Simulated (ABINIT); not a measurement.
# BaZrSe3 (P1): G0W0 in ABINIT against the k mesh

Aim: move the k mesh of a G0W0 run on BaZrSe3 (P1) over a wide range.

Calculated with ABINIT 10.8.3; PBEsol and many-body steps on it, plane waves.

### 1. Starting point

Symmetry: P1, No. 1, triclinic system. The conventional cell has a = 5.287 Å, b = 5.296 Å, c = 5.309 Å, α = 89.89°, β = 89.91°, γ = 89.96°. Ba has 12 Se at 3.63 to 3.88 Å nearest. Nearest to Zr lie 6 Se at 2.57 to 2.75 Å. Nearest to Se lie 2 Zr at 2.61 to 2.70 Å and 4 Ba at 3.69 to 3.80 Å. Se has 2 Zr at 2.62 to 2.69 Å and 4 Ba at 3.63 to 3.88 Å nearest. Nearest to Se lie 2 Zr at 2.57 to 2.75 Å and 4 Ba at 3.71 to 3.77 Å. Farther neighbours, and contacts between anions beyond the nearest, are not listed.

The cell and positions are those that the Materials Project relaxed with its own functionals (PBE, PBE+U or r2SCAN), kept fixed.

### 2. Empty states on the mesh, 2×2×2 mesh, 302 bands

This step: ABINIT 10.8.3; DFT, PBEsol, plane waves, norm-conserving pseudopotentials.

The sums over transitions need many empty states on a uniform mesh; this step solves for them.

Contents of run.abi:

```
acell 3*1.0 Angstrom
rprim 
  5.287383000000 -0.000000000000 -0.000000000000
  0.003576000000 5.296392000000 -0.000000000000
  0.007950000000 0.010054000000 5.309462000000
ntypat 3
znucl 56 40 34
natom 5
typat 1 2 3 3 3
xred 
  0.998643000000 0.998478000000 0.998673000000
  0.476578000000 0.490069000000 0.476727000000
  0.488317000000 0.998506000000 0.502693000000
  0.983845000000 0.511636000000 0.518540000000
  0.492614000000 0.501310000000 0.993370000000
pp_dirpath "pseudos"
pseudos "Ba.upf, Zr.upf, Se.upf"
ecut 39
ngkpt 2 2 2
nshiftk 1
shiftk 0 0 0
kptopt 1
chksymbreak 0
iscf -2
irdden 1
istwfk *1
nband 302
nbdbuf 26
tolwfr 1e-09
nstep 60
prtvol 0
indata_prefix "in"
outdata_prefix "out"
tmpdata_prefix "tmp"
```

Started as:

```console
$ OMP_NUM_THREADS=1 mpirun -n 8 abinit run.abi > log
```

Log:

```text
.Version 10.8.3 of ABINIT. v10.8.2 released Aug 2026.

 Symmetries : space group P1 (#  1); Bravais aP (primitive triclinic)
[... echo of the input left out ...]
== DATASET  1 ==================================================================
-   mpi_nproc: 8, omp_nthreads: 1 (-1 if OMP is not activated)

--- !DatasetInfo
iteration_state: {dtset: 1, }
dimensions: {natom: 5, nkpt: 8, mband: 302, nsppol: 1, nspinor: 1, nspden: 1, mpw: 11685, }
cutoff_energies: {ecut:  39.0, pawecutdg:  -1.0, }
[...]
2.92828    2.93569    2.94421    2.94980    2.95387    2.95511    2.95898    2.96408
   2.99600    2.99670    2.99946    3.03080    3.03416    3.04198    3.06648    3.08048
   3.08189    3.08451    3.09357    3.09662    3.09962    3.10717
 prteigrs : prtvol=0 or 1, do not print more k-points.

== END DATASET(S) ==============================================================
================================================================================

 -outvars: echo values of variables after computation  --------
            nband         302
             nkpt           8
          spgroup           1
 [... the other variables as echoed above ...]

 Calculation completed.
```

Run time: 3.3 min. Hardware: 8 MPI ranks of Arm Neoverse V2, shared host; peak memory 1.1 GiB.

This step gave:

```yaml
gap: 0.1573 eV
k_of_the_valence_top: 0.5, 0.5, 0.5
k_of_the_conduction_bottom: 0, 0, 0
least_direct_gap: 0.6982 eV
k_points_computed: 8
lowest_point_of_the_top_converged_band_above_the_valence_top: 70.1975 eV
```

On this mesh the gap is 0.157 eV.

The density comes from a self-consistent run that is not shown.

### 3. Empty states on the mesh, 1×1×1 mesh, 104 bands

run.abi: that of step 2 with these lines changed.

```diff
@@ -18,3 +18,3 @@
 ecut 39
-ngkpt 2 2 2
+ngkpt 1 1 1
 nshiftk 1
@@ -26,4 +26,4 @@
 istwfk *1
-nband 302
-nbdbuf 26
+nband 104
+nbdbuf 8
 tolwfr 1e-09
```

Started as:

```console
$ OMP_NUM_THREADS=8 abinit run.abi > log
```

Log:

```text
.Version 10.8.3 of ABINIT. v10.8.2 released Aug 2026.

 Symmetries : space group P1 (#  1); Bravais aP (primitive triclinic)
[... echo of the input left out ...]
== DATASET  1 ==================================================================
-   mpi_nproc: 1, omp_nthreads: 8 (-1 if OMP is not activated)

--- !DatasetInfo
iteration_state: {dtset: 1, }
dimensions: {natom: 5, nkpt: 1, mband: 104, nsppol: 1, nspinor: 1, nspden: 1, mpw: 11685, }
cutoff_energies: {ecut:  39.0, pawecutdg:  -1.0, }
[...]
kpt#   1, nband=104, wtk=  1.00000, kpt=  0.0000  0.0000  0.0000 (reduced coord)
[...]
1.05050    1.06402    1.08112    1.08462    1.08685    1.09149    1.09314    1.09490
   1.10838    1.11408    1.12081    1.13248    1.13473    1.21174    1.21360    1.21773

== END DATASET(S) ==============================================================
================================================================================

 -outvars: echo values of variables after computation  --------
            nband         104
             nkpt           1
          spgroup           1
 [... the other variables as echoed above ...]

 Calculation completed.
```

It took 20 s on 8 threads; peak memory 0.12 GiB; 48 s of CPU time.

Read from the output:

| Property | Result |
| --- | --- |
| gap | 0.6982 eV |
| k of the valence top | 0, 0, 0 |
| k of the conduction bottom | 0, 0, 0 |
| least direct gap | 0.6982 eV |
| k points computed | 1 |
| lowest point of the top converged band, above the valence top | 25.33 eV |

On this mesh the gap is 0.698 eV.

### 4. Empty states on the mesh, 4×4×4 mesh, 104 bands

run.abi: that of step 3 with these lines changed.

```diff
@@ -18,3 +18,3 @@
 ecut 39
-ngkpt 1 1 1
+ngkpt 4 4 4
 nshiftk 1
```

Started as:

```console
$ OMP_NUM_THREADS=1 mpirun -n 8 abinit run.abi > log
```

Log:

```text
.Version 10.8.3 of ABINIT. v10.8.2 released Aug 2026.

 Symmetries : space group P1 (#  1); Bravais aP (primitive triclinic)
[... echo of the input left out ...]
== DATASET  1 ==================================================================
-   mpi_nproc: 8, omp_nthreads: 1 (-1 if OMP is not activated)

--- !DatasetInfo
iteration_state: {dtset: 1, }
dimensions: {natom: 5, nkpt: 36, mband: 104, nsppol: 1, nspinor: 1, nspden: 1, mpw: 11706, }
cutoff_energies: {ecut:  39.0, pawecutdg:  -1.0, }
[...]
1.05050    1.06402    1.08112    1.08462    1.08685    1.09149    1.09314    1.09490
   1.10838    1.11408    1.12081    1.13248    1.13473    1.21174    1.21360    1.21773
 prteigrs : prtvol=0 or 1, do not print more k-points.

== END DATASET(S) ==============================================================
================================================================================

 -outvars: echo values of variables after computation  --------
            nband         104
             nkpt          36
          spgroup           1
 [... the other variables as echoed above ...]

 Calculation completed.
```

It took 3.5 min on 8 MPI ranks; peak memory 1.4 GiB; 28 min of CPU time.

Numbers from this step:

```yaml
gap: 0.1573 eV
k_of_the_valence_top: 0.5, 0.5, 0.5
k_of_the_conduction_bottom: 0, 0, 0
least_direct_gap: 0.6982 eV
k_points_computed: 36
lowest_point_of_the_top_converged_band_above_the_valence_top: 24.79 eV
```

On this mesh the gap is 0.157 eV.

### 5. Screening, 1×1×1 mesh, 96 bands, screening to 106.1 eV

The RPA dielectric matrix is built and inverted for each q.

This step: RPA screening on PBEsol, plane waves, norm-conserving pseudopotentials.

run.abi: that of step 4 with these lines changed.

```diff
@@ -18,3 +18,3 @@
 ecut 39
-ngkpt 4 4 4
+ngkpt 1 1 1
 nshiftk 1
@@ -23,10 +23,11 @@
 chksymbreak 0
-iscf -2
-irdden 1
 istwfk *1
-nband 104
-nbdbuf 8
-tolwfr 1e-09
-nstep 60
-prtvol 0
+occopt 1
+irdwfk 1
+optdriver 3
+nband 96
+ecuteps 3.9
+inclvkb 2
+awtr 1
+symchi 1
 indata_prefix "in"
```

Log:

```text
.Version 10.8.3 of ABINIT. v10.8.2 released Aug 2026.

 Symmetries : space group P1 (#  1); Bravais aP (primitive triclinic)
[... echo of the input left out ...]
== DATASET  1 ==================================================================
-   mpi_nproc: 8, omp_nthreads: 1 (-1 if OMP is not activated)

--- !DatasetInfo
iteration_state: {dtset: 1, }
dimensions: {natom: 5, nkpt: 1, mband: 96, nsppol: 1, nspinor: 1, nspden: 1, mpw: 11685, }
cutoff_energies: {ecut:  39.0, pawecutdg:  -1.0, }
electrons: {nelect:   7.00000000E+01, charge:   0.00000000E+00, occopt:   1.00000000E+00, tsmear:   1.00000000E-02, }

 SCREENING: Calculation of the susceptibility and dielectric matrices

 Based on a program developped by R.W. Godby, V. Olevano, G. Onida, and L. Reining.
 Incorporated in ABINIT by V. Olevano, G.-M. Rignanese, and M. Torrent.
.Using double precision arithmetic ; gwpc =  8

[... cell and pseudopotentials left out ...]
--------------------------------------------------------------------------------

 ==== K-mesh for the wavefunctions ====
 Number of points in the irreducible wedge :     1
[... list of points left out ...]
 Together with  1 symmetry operations and time-reversal symmetry
 yields     1 points in the full Brillouin Zone.

 ==== Q-mesh for the screening function ====
 Number of points in the irreducible wedge :     1
[... list of points left out ...]
 Together with  1 symmetry operations and time-reversal symmetry
 yields     1 points in the full Brillouin Zone.

 setmesh: FFT mesh size selected  =    40x   40x   40
          total number of points  =        64000

 vcoul_init : cutoff-mode = AUXILIARY_FUNCTION
 q-points for optical limit:   1
     1)      0.000010    0.000020    0.000030

- screening: taking advantage of time-reversal symmetry
- Maximum band index for partially occupied states nbvw = 35
- Remaining bands to be divided among processors   nbcw = 61
- Number of bands treated by each node ~7

 Number of electrons calculated from density =   70.0000; Expected =   70.0000
 average of density, n =  0.069764
 r_s =    1.5069
 omega_plasma =   25.4783 [eV]

 calculating chi0 at frequencies [eV] :
  1    0.000000E+00    0.000000E+00
  2    0.000000E+00    2.547831E+01

--------------------------------------------------------------------------------
  q-point number  1        q = ( 0.000000, 0.000000, 0.000000) [r.l.u.]
--------------------------------------------------------------------------------
[... chi0 elements left out ...]
 For q-point:  0.000010 0.000020 0.000030
  dielectric constant =  53.1977
  dielectric constant without local fields = 127.9356

  Average fulfillment of the sum rule on Im[epsilon] for q-point    1 :     35.89  [%]
[... wings left out ...]
== END DATASET(S) ==============================================================
================================================================================

 -outvars: echo values of variables after computation  --------
           etotal      0.0000000000E+00
            nband          96
             nkpt           1
          spgroup           1
 [... the other variables as echoed above ...]

 Calculation completed.
```

The job ended after 5.6 s (8 MPI ranks; peak memory 1.3 GiB).

Read from the output:

```yaml
eps_infinity_with_local_fields_on_this_mesh: 53.20
eps_infinity_without_local_fields_on_this_mesh: 127.9
plasma_frequency: 25.48 eV
plane_waves_in_the_screening_matrix: 365
```

Local fields lower ε∞ by 58 %. On a Γ-centred mesh this coarse the value itself is usually too large, while a short band sum pulls it down.

### 6. 1×1×1

This step: G0W0 on PBEsol, plane waves, norm-conserving pseudopotentials.

run.abi: that of step 5 with these lines changed.

```diff
@@ -26,8 +26,15 @@
 irdwfk 1
-optdriver 3
+optdriver 4
 nband 96
+gwcalctyp 0
+ecutsigx 39
+symsigma 1
+nkptgw 1
+kptgw 
+  0.0000000000 0.0000000000 0.0000000000
+bdgw 
+  34 37
 ecuteps 3.9
-inclvkb 2
-awtr 1
-symchi 1
+irdscr 1
+ppmodel 1
 indata_prefix "in"
```

Log:

```text
.Version 10.8.3 of ABINIT. v10.8.2 released Aug 2026.

 Symmetries : space group P1 (#  1); Bravais aP (primitive triclinic)
[... echo of the input left out ...]
== DATASET  1 ==================================================================
-   mpi_nproc: 8, omp_nthreads: 1 (-1 if OMP is not activated)

--- !DatasetInfo
iteration_state: {dtset: 1, }
dimensions: {natom: 5, nkpt: 1, mband: 96, nsppol: 1, nspinor: 1, nspden: 1, mpw: 11685, }
cutoff_energies: {ecut:  39.0, pawecutdg:  -1.0, }
electrons: {nelect:   7.00000000E+01, charge:   0.00000000E+00, occopt:   1.00000000E+00, tsmear:   1.00000000E-02, }

 SIGMA: Calculation of the GW corrections

 Based on a program developped by R.W. Godby, V. Olevano, G. Onida, and L. Reining.
 Incorporated in ABINIT by V. Olevano, G.-M. Rignanese, and M. Torrent.
.Using double precision arithmetic ; gwpc =  8

[... cell and pseudopotentials left out ...]
--------------------------------------------------------------------------------

 ==== K-mesh for the wavefunctions ====
 Number of points in the irreducible wedge :     1
[... list of points left out ...]
 Together with  1 symmetry operations and time-reversal symmetry
 yields     1 points in the full Brillouin Zone.

 ==== Q-mesh for screening function ====
 Number of points in the irreducible wedge :     1
[... list of points left out ...]
 Together with  1 symmetry operations and time-reversal symmetry
 yields     1 points in the full Brillouin Zone.

 vcoul_init : cutoff-mode = AUXILIARY_FUNCTION
 q-points for optical limit:   1
     1)      0.000010    0.000020    0.000030
 setmesh: FFT mesh size selected  =    60x   60x   60
          total number of points  =       216000

 Number of electrons calculated from density =   70.0000; Expected =   70.0000
 average of density, n =  0.069764
 r_s =    1.5069
 omega_plasma =   25.4783 [eV]

 === KS Band Gaps ===
  >>>> For spin  1
   Minimum direct gap =   0.6981 [eV], located at k-point      :   0.0000  0.0000  0.0000
   Fundamental gap    =   0.6981 [eV], Top of valence bands at :   0.0000  0.0000  0.0000
                                       Bottom of conduction at :   0.0000  0.0000  0.0000
 SIGMA fundamental parameters:
 PLASMON POLE MODEL  1
 number of plane-waves for SigmaX                11685
 number of plane-waves for SigmaC and W            365
 number of plane-waves for wavefunctions         11685
 number of bands                                    96
 number of independent spin polarizations            1
 number of spinorial components                      1
 number of k-points in IBZ                           1
 number of q-points in IBZ                           1
 number of symmetry operations                       1
 number of k-points in BZ                            1
 number of q-points in BZ                            1
 number of frequencies for dSigma/dE                 9
 frequency step for dSigma/dE [eV]                0.25
 number of omega for Sigma on real axis              0
 max omega for Sigma on real axis  [eV]           0.00
 zcut for avoiding poles [eV]                     0.10

 EPSILON^-1 parameters (SCR file):
 dimension of the eps^-1 matrix on file            365
 dimension of the eps^-1 matrix used               365
 number of plane-waves for wavefunctions         11685
 number of bands                                    96
 number of q-points in IBZ                           1
 number of frequencies                               2
 number of real frequencies                          1
 number of imag frequencies                          1

 matrix elements of self-energy operator (all in [eV])

 Perturbative Calculation

--- !SelfEnergy_ee
iteration_state: {dtset: 1, }
kpoint     : [   0.000,    0.000,    0.000, ]
spin       : 1
KS_gap     :    0.698
QP_gap     :    2.151
Delta_QP_KS:    1.452
data: !SigmaeeData |
     Band     E0 <VxcDFT>   SigX SigC(E0)      Z dSigC/dE  Sig(E)    E-E0       E
       34   4.399 -14.030 -19.800   4.702   0.775  -0.291 -14.857  -0.827   3.572
       35   4.467 -14.228 -20.232   4.852   0.776  -0.289 -15.121  -0.894   3.574
       36   5.166 -12.236  -6.175  -5.343   0.778  -0.285 -11.677   0.559   5.724
       37   5.296 -12.420  -6.810  -5.043   0.779  -0.284 -11.978   0.441   5.737

 New Fermi energy :        1.793684E-01 Ha ,    4.880862E+00 eV

 === QP Band Gaps ===
  >>>> For spin  1
   Minimum direct gap =   2.1506 [eV], located at k-point      :   0.0000  0.0000  0.0000
   Fundamental gap    =   2.1506 [eV], Top of valence bands at :   0.0000  0.0000  0.0000
                                       Bottom of conduction at :   0.0000  0.0000  0.0000

== END DATASET(S) ==============================================================
================================================================================

 -outvars: echo values of variables after computation  --------
           etotal      0.0000000000E+00
            nband          96
             nkpt           1
          spgroup           1
 [... the other variables as echoed above ...]

 Calculation completed.
```

Wall time 3.5 s (8 MPI ranks); peak memory 1.1 GiB.

This step gave:

* G0W0 gap on the mesh: 2.150 eV
* starting gap on the mesh: 0.6982 eV
* k of the valence top: 0, 0, 0
* k of the conduction bottom: 0, 0, 0
* Z at the valence top: 0.776
* Z at the conduction bottom: 0.778
* least direct G0W0 gap on the computed points: 2.150 eV

### 7. Screening, 2×2×2 mesh, 96 bands, screening to 106.1 eV

This step: RPA screening on PBEsol, plane waves, norm-conserving pseudopotentials.

run.abi: that of step 6 with these lines changed.

```diff
@@ -18,3 +18,3 @@
 ecut 39
-ngkpt 1 1 1
+ngkpt 2 2 2
 nshiftk 1
@@ -26,15 +26,8 @@
 irdwfk 1
-optdriver 4
+optdriver 3
 nband 96
-gwcalctyp 0
-ecutsigx 39
-symsigma 1
-nkptgw 1
-kptgw 
-  0.0000000000 0.0000000000 0.0000000000
-bdgw 
-  34 37
 ecuteps 3.9
-irdscr 1
-ppmodel 1
+inclvkb 2
+awtr 1
+symchi 1
 indata_prefix "in"
```

Log:

```text
.Version 10.8.3 of ABINIT. v10.8.2 released Aug 2026.

 Symmetries : space group P1 (#  1); Bravais aP (primitive triclinic)
[... echo of the input left out ...]
== DATASET  1 ==================================================================
-   mpi_nproc: 8, omp_nthreads: 1 (-1 if OMP is not activated)

--- !DatasetInfo
iteration_state: {dtset: 1, }
dimensions: {natom: 5, nkpt: 8, mband: 96, nsppol: 1, nspinor: 1, nspden: 1, mpw: 11685, }
cutoff_energies: {ecut:  39.0, pawecutdg:  -1.0, }
electrons: {nelect:   7.00000000E+01, charge:   0.00000000E+00, occopt:   1.00000000E+00, tsmear:   1.00000000E-02, }

 SCREENING: Calculation of the susceptibility and dielectric matrices

 Based on a program developped by R.W. Godby, V. Olevano, G. Onida, and L. Reining.
 Incorporated in ABINIT by V. Olevano, G.-M. Rignanese, and M. Torrent.
.Using double precision arithmetic ; gwpc =  8

[... cell and pseudopotentials left out ...]
--------------------------------------------------------------------------------

 ==== K-mesh for the wavefunctions ====
 Number of points in the irreducible wedge :     8
[... list of points left out ...]
 Together with  1 symmetry operations and time-reversal symmetry
 yields     8 points in the full Brillouin Zone.

 ==== Q-mesh for the screening function ====
 Number of points in the irreducible wedge :     8
[... list of points left out ...]
 Together with  1 symmetry operations and time-reversal symmetry
 yields     8 points in the full Brillouin Zone.

 setmesh: FFT mesh size selected  =    40x   40x   40
          total number of points  =        64000

 vcoul_init : cutoff-mode = AUXILIARY_FUNCTION
 q-points for optical limit:   1
     1)      0.000010    0.000020    0.000030

- screening: taking advantage of time-reversal symmetry
- Maximum band index for partially occupied states nbvw = 35
- Remaining bands to be divided among processors   nbcw = 61
- Number of bands treated by each node ~7

 Number of electrons calculated from density =   70.0000; Expected =   70.0000
 average of density, n =  0.069764
 r_s =    1.5069
 omega_plasma =   25.4783 [eV]

 calculating chi0 at frequencies [eV] :
  1    0.000000E+00    0.000000E+00
  2    0.000000E+00    2.547831E+01

--------------------------------------------------------------------------------
  q-point number  1        q = ( 0.000000, 0.000000, 0.000000) [r.l.u.]
--------------------------------------------------------------------------------
[... chi0 elements left out ...]
 For q-point:  0.000010 0.000020 0.000030
  dielectric constant =  24.3351
  dielectric constant without local fields =  31.0822

  Average fulfillment of the sum rule on Im[epsilon] for q-point    1 :     38.66  [%]
[... wings left out ...]
  q-point number  2        q = ( 0.500000, 0.000000, 0.000000) [r.l.u.]
--------------------------------------------------------------------------------
[... chi0 elements left out ...]
  Average fulfillment of the sum rule on Im[epsilon] for q-point    2 :     45.61  [%]

 [... 6 further q-points ...]
```

The job ended after 38 s (8 MPI ranks; peak memory 4 GiB; 5.1 min of CPU time).

This step gave:

- ε∞ with local fields, on this mesh: 24.34
- ε∞ without local fields, on this mesh: 31.08
- plasma frequency: 25.48 eV
- plane waves in the screening matrix: 365

(Part 1 of 2 ends here.)

[Long decimals in the printed logs are rounded to 6 places.]

[Logs are printed without paths, hosts, clocks, repeated set-up lines and the standing remarks that a program may print on its own settings, such as how far it seeks lower states.]

[Paths, hosts, dates, memory and timing lines, banners, echoed tables and standing remarks are left out of the program output; an Ansatz launch command may be rebuilt from the run's recorded settings. Measured values are a selection of at most five: reports struck by readers or far from the other reports are left out. None is set beside runs whose start may be inverted or whose files or cutoffs have a known fault.]

[Runs of the session that timed out or met a known fault of the program may be left out.]

[Hosts, paths, dates, database ids (printed as entryN), source tags and the programs' standing remarks are cut or masked in the printed files.]

[G0W0 gaps are taken among the corrected bands and points alone; a level outside them can change the order at an edge.]

[Where Ansatz stands beside ABINIT at settings called matched, ABINIT's density can come from a denser mesh and the files from another edition; pairs whose starting gaps differed by over 0.03 eV were left out, so agreement reads better than it is.]
